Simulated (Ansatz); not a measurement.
**A hypothetical structure for ZnPbO2**

Starting from a made-up structure for ZnPbO2, the aim is the relaxed cell, its shortest contacts and, where a second run follows, its electronic structure.

Method: DFT, r2SCAN, plane-wave PAW, files of the set soft_1, scalar-relativistic, no spin, cell and ions relaxed at zero pressure; PAW set soft_1, in the first sound run; inputs show where later runs differ, in Ansatz 0.2.0.

### Step 1. Set-up

The structure is tetragonal, space group P4/nmm (No. 129). Conventional cell: a = 3.891 Å, b = 3.891 Å, c = 7.822 Å, α = 90.00°, β = 90.00°, γ = 90.00°. Pb has 5 O at 2.67 to 2.78 Å nearest. Nearest to Zn lie 5 O at 2.07 Å. Nearest to O lie 1 Zn at 2.07 Å and 5 Pb at 2.67 to 2.78 Å. Nearest to O lie 4 Zn at 2.07 Å. Farther neighbours and most contacts between anions are not listed.

### Step 2. Relaxation of the guess

The guessed cell has no reason to be at equilibrium. It is relaxed with the atoms, within the space group of the guess.

input.yaml

```yaml
crystal:
  lattice:
    - [3.891, 0.0, 0.0]
    - [0.0, 3.891, 0.0]
    - [0.0, 0.0, 7.822]
  atoms:
    - { symbol: Pb, position: [0.0, 0.5, 0.1955] }
    - { symbol: Pb, position: [0.5, 0.0, 0.8045] }
    - { symbol: Zn, position: [0.0, 0.5, 0.5902] }
    - { symbol: Zn, position: [0.5, 0.0, 0.4098] }
    - { symbol: O, position: [0.0, 0.5, 0.8543] }
    - { symbol: O, position: [0.5, 0.0, 0.1457] }
    - { symbol: O, position: [0.5, 0.5, 0.5] }
    - { symbol: O, position: [0.0, 0.0, 0.5] }
kpoints:
  mp_grid: { grid: [7, 7, 4] }
scf:
  occupations: { method: fermi_dirac, width: 0.05 }
hamiltonian:
  xc: r2scan
  pseudopotentials: { kind: paw, azcp: { folder: soft_1 } }
relax:
  f_tol: 0.015
  max_steps: 70
  cell: {}
output:
  forces: true
  stress: true
```

Command:

```console
$ ansatz run input.yaml --threads 4 --pin off --max-ram 10240MiB --backend cpu --events-out ev --progress --plain --runs-dir out
```

Numbers of over 12 decimals in the logs are rounded to 6 here.

Output:

```text
Engine: ansatz 0.2.0, aarch64-unknown-linux-gnu
Pseudopotentials: kind: paw
Pseudopotential: Pb, paw, valence charge 14, recommended cutoff 500 eV (meta_gga), soft_1/Pb.paw.azcp
Pseudopotential: Zn, paw, valence charge 12, recommended cutoff 500 eV (meta_gga), soft_1/Zn.paw.azcp
Pseudopotential: O, paw, valence charge 6, recommended cutoff 500 eV (meta_gga), soft_1/O.paw.azcp
Functional definition: r2SCAN
  parameter k0 = 0.174
  parameter k1 = 0.065
  parameter a1 = 4.9479
  exchange = r2scan_x(k0 = k0, k1 = k1, a1 = a1)
  correlation = r2scan_c
Crystal: 8 atoms, lattice volume = 118.424 Å³
Basis set: ecut = 500 eV, 3013 PW (Γ), exchange–correlation on 120×120×240 points (64 copies of the dense FFT grid, shifted against one another)
Bands: 46, of which v1, the nominal top of the filled ones, is band 38 counted from 1 (37 counted from 0)
Symmetry: 16 space group operations
Space group: P4/nmm (ITA 129), of the structure as read, at distance tolerance 4.9e-5 Å
k-points: 30 of 196
Non-local potential: Pb, projectors of the file, l = 0: 2, l = 1: 2, l = 2: 2, l = 3: 1
Non-local potential: Zn, projectors of the file, l = 0: 2, l = 1: 2, l = 2: 3, l = 3: 1
Non-local potential: O, projectors of the file, l = 0: 2, l = 1: 2, l = 2: 1
PAW form: soft (Blöchl's): semilocal exchange-correlation on the pseudo side does not see the compensation charge
PAW frozen core: Pb, regenerated for the run's functional (the file was generated under x = pbe(κ = 0.804, μ = 0.219515), c = pbe(β = 0.066725))
PAW frozen core: Zn, regenerated for the run's functional (the file was generated under x = pbe(κ = 0.804, μ = 0.219515), c = pbe(β = 0.066725))
PAW frozen core: O, regenerated for the run's functional (the file was generated under x = pbe(κ = 0.804, μ = 0.219515), c = pbe(β = 0.066725))
PAW one-centre angular grid: Pb, 590 points (default); XC on 160 Gauss nodes
PAW one-centre angular grid: Zn, 590 points (default); XC on 160 Gauss nodes
PAW one-centre angular grid: O, 302 points (default); XC on 160 Gauss nodes
Initial density: superposition of atomic densities (chi_scale 0.1, normalization cell, long waves kept (reshape's long-wave potential 0.68 eV rms))
Initial wavefunctions: pseudopotential atomic-orbital guess
Functional: x = r2scan, c = r2scan; τ floored in thin density (d = 2e-4 eV/Å³)
SCF iter   1: F=—  HF=-32773.497109 eV  |F-HF|=—  |Δ(HF+E_count)|=         —  Δρ=9.70e-2  dr2=1.23e1  dr2_τ=2.70e-1  ethr=3.10e-3  ⟨swp⟩=7.0  Hψ=6173  notcnv=0
preconditioner: auto → Resta (q_TF=auto, 2.534 Å⁻¹)  ε∞=4.9  [insulator: Δε(μ)=1.112 eV  Ē_g=15.107 eV  σ=0.050 eV  W_gap=1.00  n_scr=38 (ndim 8)  ℏωp=29.7 eV  f_vac=0.000  D(μ)=0.00/eV (n_scr^D=0)  ε∞_Penn≈4.9]
SCF iter   2: F=—  HF=-32770.973484 eV  |F-HF|=—  |Δ(HF+E_count)|=    2.52e0  Δρ=2.98e-2  dr2=1.83e0  dr2_τ=7.28e-2  ethr=3.10e-3  ⟨swp⟩=3.1  Hψ=3082  notcnv=0  defer=57
SCF iter   3: F=—  HF=-32770.623592 eV  |F-HF|=—  |Δ(HF+E_count)|=   3.50e-1  Δρ=1.95e-2  dr2=5.99e-1  dr2_τ=3.09e-2  ethr=2.40e-3  ⟨swp⟩=2.3  Hψ=2436  notcnv=0  defer=39
automatic band count: iteration 3 solves 45 bands in place of 46: the levels show a gap, and the empty bands left out lie too high to hold charge; the band table lists the bands solved (type scf.n_extra_bands for more)
SCF iter   4: F=—  HF=-32770.559066 eV  |F-HF|=—  |Δ(HF+E_count)|=   6.45e-2  Δρ=8.69e-3  dr2=7.47e-2  dr2_τ=3.83e-3  ethr=7.88e-4  ⟨swp⟩=3.0  Hψ=2282  notcnv=0  defer=10
automatic band count: iteration 4 solves 44 bands in place of 45: the levels show a gap, and the empty bands left out lie too high to hold charge; the band table lists the bands solved (type scf.n_extra_bands for more)
SCF iter   5: F=—  HF=-32770.575134 eV  |F-HF|=—  |Δ(HF+E_count)|=   1.61e-2  Δρ=6.08e-3  dr2=2.87e-2  dr2_τ=3.22e-3  ethr=9.83e-5  ⟨swp⟩=2.6  Hψ=2811  notcnv=0  defer=44
SCF iter   6: F=—  HF=-32770.572171 eV  |F-HF|=—  |Δ(HF+E_count)|=   2.96e-3  Δρ=2.44e-3  dr2=4.21e-3  dr2_τ=3.17e-4  ethr=3.78e-5  ⟨swp⟩=2.0  Hψ=2501  notcnv=0  defer=44
SCF iter   7: F=—  HF=-32770.571431 eV  |F-HF|=—  |Δ(HF+E_count)|=   7.39e-4  Δρ=5.99e-4  dr2=2.67e-4  dr2_τ=2.05e-5  ethr=5.54e-6  ⟨swp⟩=2.0  Hψ=1937  notcnv=0  defer=44
SCF iter   8: F=—  HF=-32770.571697 eV  |F-HF|=—  |Δ(HF+E_count)|=   2.66e-4  Δρ=2.84e-4  dr2=7.43e-5  dr2_τ=6.80e-6  ethr=3.51e-7  ⟨swp⟩=2.0  Hψ=2416  notcnv=0  defer=44
SCF iter   9: F=—  HF=-32770.571723 eV  |F-HF|=—  |Δ(HF+E_count)|=   2.56e-5  Δρ=4.54e-5  dr2=2.47e-6  dr2_τ=1.31e-7  ethr=9.77e-8  ⟨swp⟩=2.0  Hψ=2421  notcnv=0  defer=44
SCF iter  10: F=—  HF=-32770.571724 eV  |F-HF|=—  |Δ(HF+E_count)|=   1.03e-6  Δρ=1.46e-5  dr2=1.87e-7  dr2_τ=1.41e-8  ethr=3.26e-9  ⟨swp⟩=2.1  Hψ=2281  notcnv=0  defer=44
SCF iter  11: F=-32770.571724 eV  HF=-32770.571724 eV  |F-HF|=7.35e-9  |Δ(HF+E_count)|=   1.86e-8  Δρ=3.94e-6  dr2=2.23e-8  dr2_τ=9.80e-10  ethr=1.32e-10  ⟨swp⟩=4.3  Hψ=4767  notcnv=0
SCF 1 converged in 11 iterations: F = -32770.571724 eV  dr2 = 2.23e-8
  greatest PAW one-centre occupation: 0.991 electrons in one spin orbital (limit 2), on the Zn atom at site 3 (counted from 0), in its partial waves of l = 2
relax step   1: F+E_penalty+E_count = -32770.57172398 eV  Δ(F+E_penalty+E_count) = +0.000e0 eV  max|allowed force component| = 1.518e0 eV/Å  Δτ_max = 0.0000 Å  P = -6.624 GPa  Ω = 118.424 Å³  (11 SCF iters, dr2 threshold 1.00e-7 eV, accepted)
Crystal: 8 atoms, lattice volume = 114.131 Å³
Basis set: ecut = 500 eV, 2863 PW (Γ), exchange–correlation on 120×120×240 points (64 copies of the dense FFT grid, shifted against one another)
Initial density: handed on by an earlier stage of this run
Initial wavefunctions: those handed on with the density
iter 1 solved again at ethr=2.02e-4 eV; its pass at ethr=3.10e-3 eV (dr2=1.54e-1 eV) is discarded
SCF iter   1: F=—  HF=-32770.263070 eV  |F-HF|=—  |Δ(HF+E_count)|=         —  Δρ=1.10e-2  dr2=1.52e-1  dr2_τ=1.81e0  ethr=2.02e-4  ⟨swp⟩=1.7  Hψ=7330  notcnv=0
automatic band count: iteration 1 solves 44 bands in place of 46: the levels show a gap, and the empty bands left out lie too high to hold charge; the band table lists the bands solved (type scf.n_extra_bands for more)
preconditioner: auto → Resta (q_TF=auto, 2.550 Å⁻¹)  ε∞=6.1  [insulator: Δε(μ)=1.278 eV  Ē_g=13.397 eV  σ=0.050 eV  W_gap=1.00  n_scr=38 (ndim 8)  ℏωp=30.3 eV  f_vac=0.000  D(μ)=0.00/eV (n_scr^D=0)  ε∞_Penn≈6.1]
SCF iter   2: F=—  HF=-32771.077921 eV  |F-HF|=—  |Δ(HF+E_count)|=   8.15e-1  Δρ=5.22e-3  dr2=9.41e-2  dr2_τ=1.36e-3  ethr=2.00e-4  ⟨swp⟩=3.1  Hψ=2955  notcnv=0
[...]
SCF iter   3: F=—  HF=-32771.103395 eV  |F-HF|=—  |Δ(HF+E_count)|=   1.76e-3  Δρ=3.05e-3  dr2=8.54e-3  dr2_τ=9.71e-4  ethr=3.16e-5  ⟨swp⟩=2.3  Hψ=2654  notcnv=0
SCF iter   4: F=—  HF=-32771.101421 eV  |F-HF|=—  |Δ(HF+E_count)|=   1.97e-3  Δρ=8.76e-4  dr2=6.56e-4  dr2_τ=3.06e-5  ethr=1.12e-5  ⟨swp⟩=2.0  Hψ=2093  notcnv=0  defer=1
SCF iter   5: F=—  HF=-32771.101561 eV  |F-HF|=—  |Δ(HF+E_count)|=   1.41e-4  Δρ=4.38e-4  dr2=2.96e-4  dr2_τ=1.64e-5  ethr=8.63e-7  ⟨swp⟩=2.0  Hψ=2527  notcnv=0  defer=1
SCF iter   6: F=—  HF=-32771.101502 eV  |F-HF|=—  |Δ(HF+E_count)|=   5.89e-5  Δρ=2.24e-4  dr2=3.82e-5  dr2_τ=3.62e-6  ethr=3.90e-7  ⟨swp⟩=2.0  Hψ=2358  notcnv=0  defer=1
SCF iter   7: F=—  HF=-32771.101497 eV  |F-HF|=—  |Δ(HF+E_count)|=   4.98e-6  Δρ=7.96e-5  dr2=5.69e-6  dr2_τ=2.88e-7  ethr=5.03e-8  ⟨swp⟩=2.0  Hψ=1960  notcnv=0  defer=1
SCF iter   8: F=—  HF=-32771.101498 eV  |F-HF|=—  |Δ(HF+E_count)|=   7.81e-7  Δρ=3.32e-5  dr2=9.12e-7  dr2_τ=1.12e-7  ethr=7.49e-9  ⟨swp⟩=2.0  Hψ=2362  notcnv=0  defer=1
SCF iter   9: F=-32771.101498 eV  HF=-32771.101498 eV  |F-HF|=4.82e-8  |Δ(HF+E_count)|=   9.99e-8  Δρ=1.32e-5  dr2=1.77e-7  dr2_τ=9.89e-9  ethr=1.05e-9  ⟨swp⟩=5.0  Hψ=5254  notcnv=0
SCF 3 converged in 9 iterations: F = -32771.101498 eV  dr2 = 1.77e-7
relax step   3: F+E_penalty+E_count = -32771.10149818 eV  Δ(F+E_penalty+E_count) = -4.063e-2 eV  max|allowed force component| = 4.775e-1 eV/Å  Δτ_max = 0.0502 Å  P = +2.430 GPa  Ω = 110.033 Å³  energy of the carried Pulay correction = +4.875e-3 eV  (9 SCF iters, dr2 threshold 8.00e-7 eV, accepted)
[...]
relax step   4: F+E_penalty+E_count = -32771.13161752 eV  Δ(F+E_penalty+E_count) = -3.012e-2 eV  max|allowed force component| = 2.487e-1 eV/Å  Δτ_max = 0.0338 Å  P = +0.137 GPa  Ω = 111.604 Å³  energy of the carried Pulay correction = +3.935e-3 eV  (8 SCF iters, dr2 threshold 8.00e-7 eV, accepted)
[...]
relax step   5: F+E_penalty+E_count = -32771.13967959 eV  Δ(F+E_penalty+E_count) = -8.062e-3 eV  max|allowed force component| = 8.544e-2 eV/Å  Δτ_max = 0.0210 Å  P = -0.074 GPa  Ω = 112.031 Å³  energy of the carried Pulay correction = +3.681e-3 eV  (6 SCF iters, dr2 threshold 8.00e-7 eV, accepted)
[...]
relax step   6: F+E_penalty+E_count = -32771.14090882 eV  Δ(F+E_penalty+E_count) = -1.229e-3 eV  max|allowed force component| = 2.874e-2 eV/Å  Δτ_max = 0.0088 Å  P = +0.059 GPa  Ω = 111.906 Å³  energy of the carried Pulay correction = +3.755e-3 eV  (5 SCF iters, dr2 threshold 4.56e-7 eV, accepted)
[...]
relax step   7: F+E_penalty+E_count = -32771.14096036 eV  Δ(F+E_penalty+E_count) = -5.154e-5 eV  max|allowed force component| = 5.355e-3 eV/Å  Δτ_max = 0.0039 Å  P = -0.010 GPa  Ω = 112.022 Å³  energy of the carried Pulay correction = +3.687e-3 eV  (6 SCF iters, dr2 threshold 5.16e-8 eV, accepted)
Initial wavefunctions: pseudopotential atomic-orbital guess (no wavefunctions were taken with the density)
iter 1 solved again at ethr=1.01e-7 eV; its pass at ethr=3.10e-3 eV (dr2=7.67e-5 eV) is discarded
SCF iter   1: F=—  HF=-32771.137158 eV  |F-HF|=—  |Δ(HF+E_count)|=         —  Δρ=1.95e-4  dr2=5.75e-6  dr2_τ=1.57e-5  ethr=1.01e-7  ⟨swp⟩=3.7  Hψ=10379  notcnv=0
preconditioner: auto → Resta (q_TF=auto, 2.557 Å⁻¹)  ε∞=5.6  [insulator: Δε(μ)=0.992 eV  Ē_g=14.230 eV  σ=0.050 eV  W_gap=1.00  n_scr=38 (ndim 8)  ℏωp=30.6 eV  f_vac=0.004  D(μ)=0.00/eV (n_scr^D=0)  ε∞_Penn≈5.6]
SCF iter   2: F=—  HF=-32771.137167 eV  |F-HF|=—  |Δ(HF+E_count)|=   9.19e-6  Δρ=1.23e-4  dr2=4.00e-6  dr2_τ=1.27e-6  ethr=7.56e-9  ⟨swp⟩=2.0  Hψ=2045  notcnv=0
SCF iter   3: F=—  HF=-32771.137170 eV  |F-HF|=—  |Δ(HF+E_count)|=   2.96e-6  Δρ=3.45e-5  dr2=4.92e-7  dr2_τ=5.86e-8  ethr=5.26e-9  ⟨swp⟩=2.0  Hψ=2040  notcnv=0
SCF iter   4: F=—  HF=-32771.137169 eV  |F-HF|=—  |Δ(HF+E_count)|=   5.71e-7  Δρ=3.58e-6  dr2=8.08e-9  dr2_τ=9.35e-10  ethr=6.48e-10  ⟨swp⟩=2.0  Hψ=2074  notcnv=0
SCF iter   5: F=—  HF=-32771.137169 eV  |F-HF|=—  |Δ(HF+E_count)|=   3.47e-8  Δρ=3.34e-6  dr2=5.81e-9  dr2_τ=8.69e-10  ethr=1.06e-11  ⟨swp⟩=2.0  Hψ=2501  notcnv=0
SCF iter   6: F=—  HF=-32771.137169 eV  |F-HF|=—  |Δ(HF+E_count)|=   2.97e-9  Δρ=1.49e-6  dr2=5.53e-10  dr2_τ=2.57e-10  ethr=7.64e-12  ⟨swp⟩=2.0  Hψ=2464  notcnv=0
SCF iter   7: F=—  HF=-32771.137169 eV  |F-HF|=—  |Δ(HF+E_count)|=  6.18e-10  Δρ=5.87e-7  dr2=2.97e-10  dr2_τ=4.16e-11  ethr=1.00e-12  ⟨swp⟩=2.0  Hψ=2495  notcnv=0
SCF iter   8: F=-32771.137169 eV  HF=-32771.137169 eV  |F-HF|=7.28e-12  |Δ(HF+E_count)|=  1.46e-11  Δρ=1.83e-7  dr2=2.39e-11  dr2_τ=2.26e-12  ethr=1.00e-12  ⟨swp⟩=3.7  Hψ=5588  notcnv=0
SCF 8 converged in 8 iterations: F = -32771.137169 eV  dr2 = 2.39e-11
relax step   8: F+E_penalty+E_count = -32771.13716944 eV  Δ(F+E_penalty+E_count) = +3.791e-3 eV  max|allowed force component| = 5.730e-3 eV/Å  Δτ_max = 0.0000 Å  P = -0.006 GPa  Ω = 112.022 Å³  stress off target by 1.10e-2 GPa  SCF on the basis re-selected at this cell (its energy is not comparable with the rows above)  (8 SCF iters)
basis re-selected at this cell: Δ(F+E_penalty+E_count) = +3.791e-3 eV, ΔP = +0.004 GPa vs the last step (what re-selecting the basis moved, of the pressure what is left beyond the Pulay correction that the steps carried, after the strain that the cell walked since its last selection, with what the two solves' SCF thresholds leave and, on support functions, any second-order correction that the steps lacked; it is no m [...]
SCF converged after 8 iterations
Free energy (F): -32771.137169 eV
Harris-Foulkes:  -32771.137169 eV  (|F-HF|=7.28e-12)
Internal energy: -32771.137165 eV  (E = F + TS)
E sigma→0 (E₀):  -32771.137167 eV
Entropy (-TS):   -0.000005 eV (-0.001 meV/atom)
Fermi energy:    10.845720 eV
--- Per-component energies (eV) ---
  E_band       = 64.115781
  E_kinetic    = 1550.464787
  E_local      = -7107.078966  (includes V_loc(G=0)·N_el)
  E_nonlocal   = 2482.386871
  E_hartree    = 2750.878199
  E_xc         = -813.870823
  E_vxc        = -816.825580  (∫ρ·V_xc dr)
  E_paw        = -25327.781076  (= ΣΔE_a)
  E_vpaw       = -1599.141856  (= ΣTr[D̂ρ^β])
  E_aug_tail   = 0.001231  (compensation charges beyond the density's cutoff)
  E_vtau       = 52.552802  (kinetic-family band-sum trace: ∫τ·v_τ [+ j·A + Jᵃ·Aᵃ] dr)
  E_ewald      = -6307.574993
  E_core_change = 1.437605  (= ΣΔE_core)
  E_smearing   = -0.000005  (= −TS)
  E_closure    = 0.000000  (closes the sum)
  Σ components = -32771.137169   (vs F -32771.137169, Δ=0.00e0)
--- Forces (eV/Å), atoms counted from 1 ---
  atom   1  Pb     0.00000000    -0.00000000     0.00573014
  atom   2  Pb    -0.00000000     0.00000000    -0.00573014
  atom   3  Zn    -0.00000000     0.00000000    -0.00214486
  atom   4  Zn     0.00000000    -0.00000000     0.00214486
  atom   5  O      0.00000000     0.00000000     0.00477759
  atom   6  O     -0.00000000     0.00000000    -0.00477759
  atom   7  O     -0.00000000     0.00000000    -0.00000000
  atom   8  O      0.00000000    -0.00000000     0.00000000
  max |Σ_I F_I| component: 1.73e-18 eV/Å
--- Stress (GPa, compression-positive) ---
       -0.010985       0.000000       0.000000
        0.000000      -0.010985      -0.000000
        0.000000      -0.000000       0.004100
  P = ⅓ Tr σ = -0.0060 GPa (-0.060 kbar)
--- Relaxed structure (7 steps of the walk, 7 accepted, 1 SCFs on fresh bases) ---
  F+E_penalty+E_count = -32771.13716944 eV   max|allowed force component| = 5.730e-3 eV/Å   (the final SCF, on the basis selected at the relaxed cell)
  cell:  # Å, volume = 112.0217 Å³
    - [3.866957, 0, 0]
    - [0, 3.866957, 0]
    - [0, 0, 7.491411]
  atoms:
    - { symbol: Pb, position: [0, 0.5, 0.169386] }
    - { symbol: Pb, position: [0.5, 0, 0.830614] }
    - { symbol: Zn, position: [0, 0.5, 0.585491] }
    - { symbol: Zn, position: [0.5, 0, 0.414509] }
    - { symbol: O, position: [0, 0.5, 0.860997] }
    - { symbol: O, position: [0.5, 0, 0.139003] }
    - { symbol: O, position: [0.5, 0.5, 0.5] }
    - { symbol: O, position: [0, 0, 0.5] }
```

The job ended after 39 s (4 threads of Arm Neoverse V2, shared host; peak memory 0.82 GiB).

The steps of the relaxation:

```
step  energy less that of the first step (eV)  largest force component (eV/Å)  pressure (GPa)  volume (Å³)
   1                                   0.0000                          1.5178           -6.62       118.42
   2                                  -0.4891                          0.4864           -2.38       114.13
   3                                  -0.5298                          0.4775            2.43       110.03
   4                                  -0.5599                          0.2487            0.14       111.60
   5                                  -0.5680                          0.0854           -0.07       112.03
   6                                  -0.5692                          0.0287            0.06       111.91
   7                                  -0.5692                          0.0054           -0.01       112.02
  8*                                  -0.5654                          0.0057           -0.01       112.02
```

Relaxation steps marked * repeat the geometry before them on a plane-wave basis chosen anew for their cell, so energy and pressure can jump there.

Forces are held to the 16 operations that the run works with; a distortion that breaks them can't arise in this run.

```
conventional cell, symmetrised  before  after  change
                         a (Å)   3.891  3.867  -0.6 %
                         b (Å)   3.891  3.867  -0.6 %
                         c (Å)   7.822  7.491  -4.2 %
              volume (Å³/atom)   14.80  14.00  -5.4 %
```

The atoms that moved most (Å, as changes of fractional coordinates times the final cell):

```
atom     dx     dy      dz  length
 Pb1  0.000  0.000  -0.196   0.196
 Pb2  0.000  0.000   0.196   0.196
  O6  0.000  0.000  -0.050   0.050
  O5  0.000  0.000   0.050   0.050
 Zn4  0.000  0.000   0.035   0.035
 Zn3  0.000  0.000  -0.035   0.035
```

Numbers from this step:

* free energy: -32771.1372 eV
* Fermi energy: 10.85 eV
* gap by band count: 0.9914 eV
* electrons: 76
* symmetry operations: 16
* pressure: -0.005957 GPa

Shortest distances by pair of elements, guess and relaxed (not always the same contact):

```
 pair  guess (Å)  relaxed (Å)
 O–Zn      2.066        2.037
 O–Pb      2.669        2.310
  O–O      2.751        2.734
Zn–Zn      3.092        3.019
Pb–Zn      3.087        3.117
```

The relaxation ends with a largest force component of 0.0057 eV/Å and a pressure of -0.01 GPa.

(Continued in part 2 of 2.)

[Logs are printed without paths, hosts, clocks, repeated set-up lines and the standing remarks that a program may print on its own settings, such as how far it seeks lower states.]

[Hosts, paths, dates, database ids (printed as entryN), source tags and the programs' standing remarks are cut or masked in the printed files.]
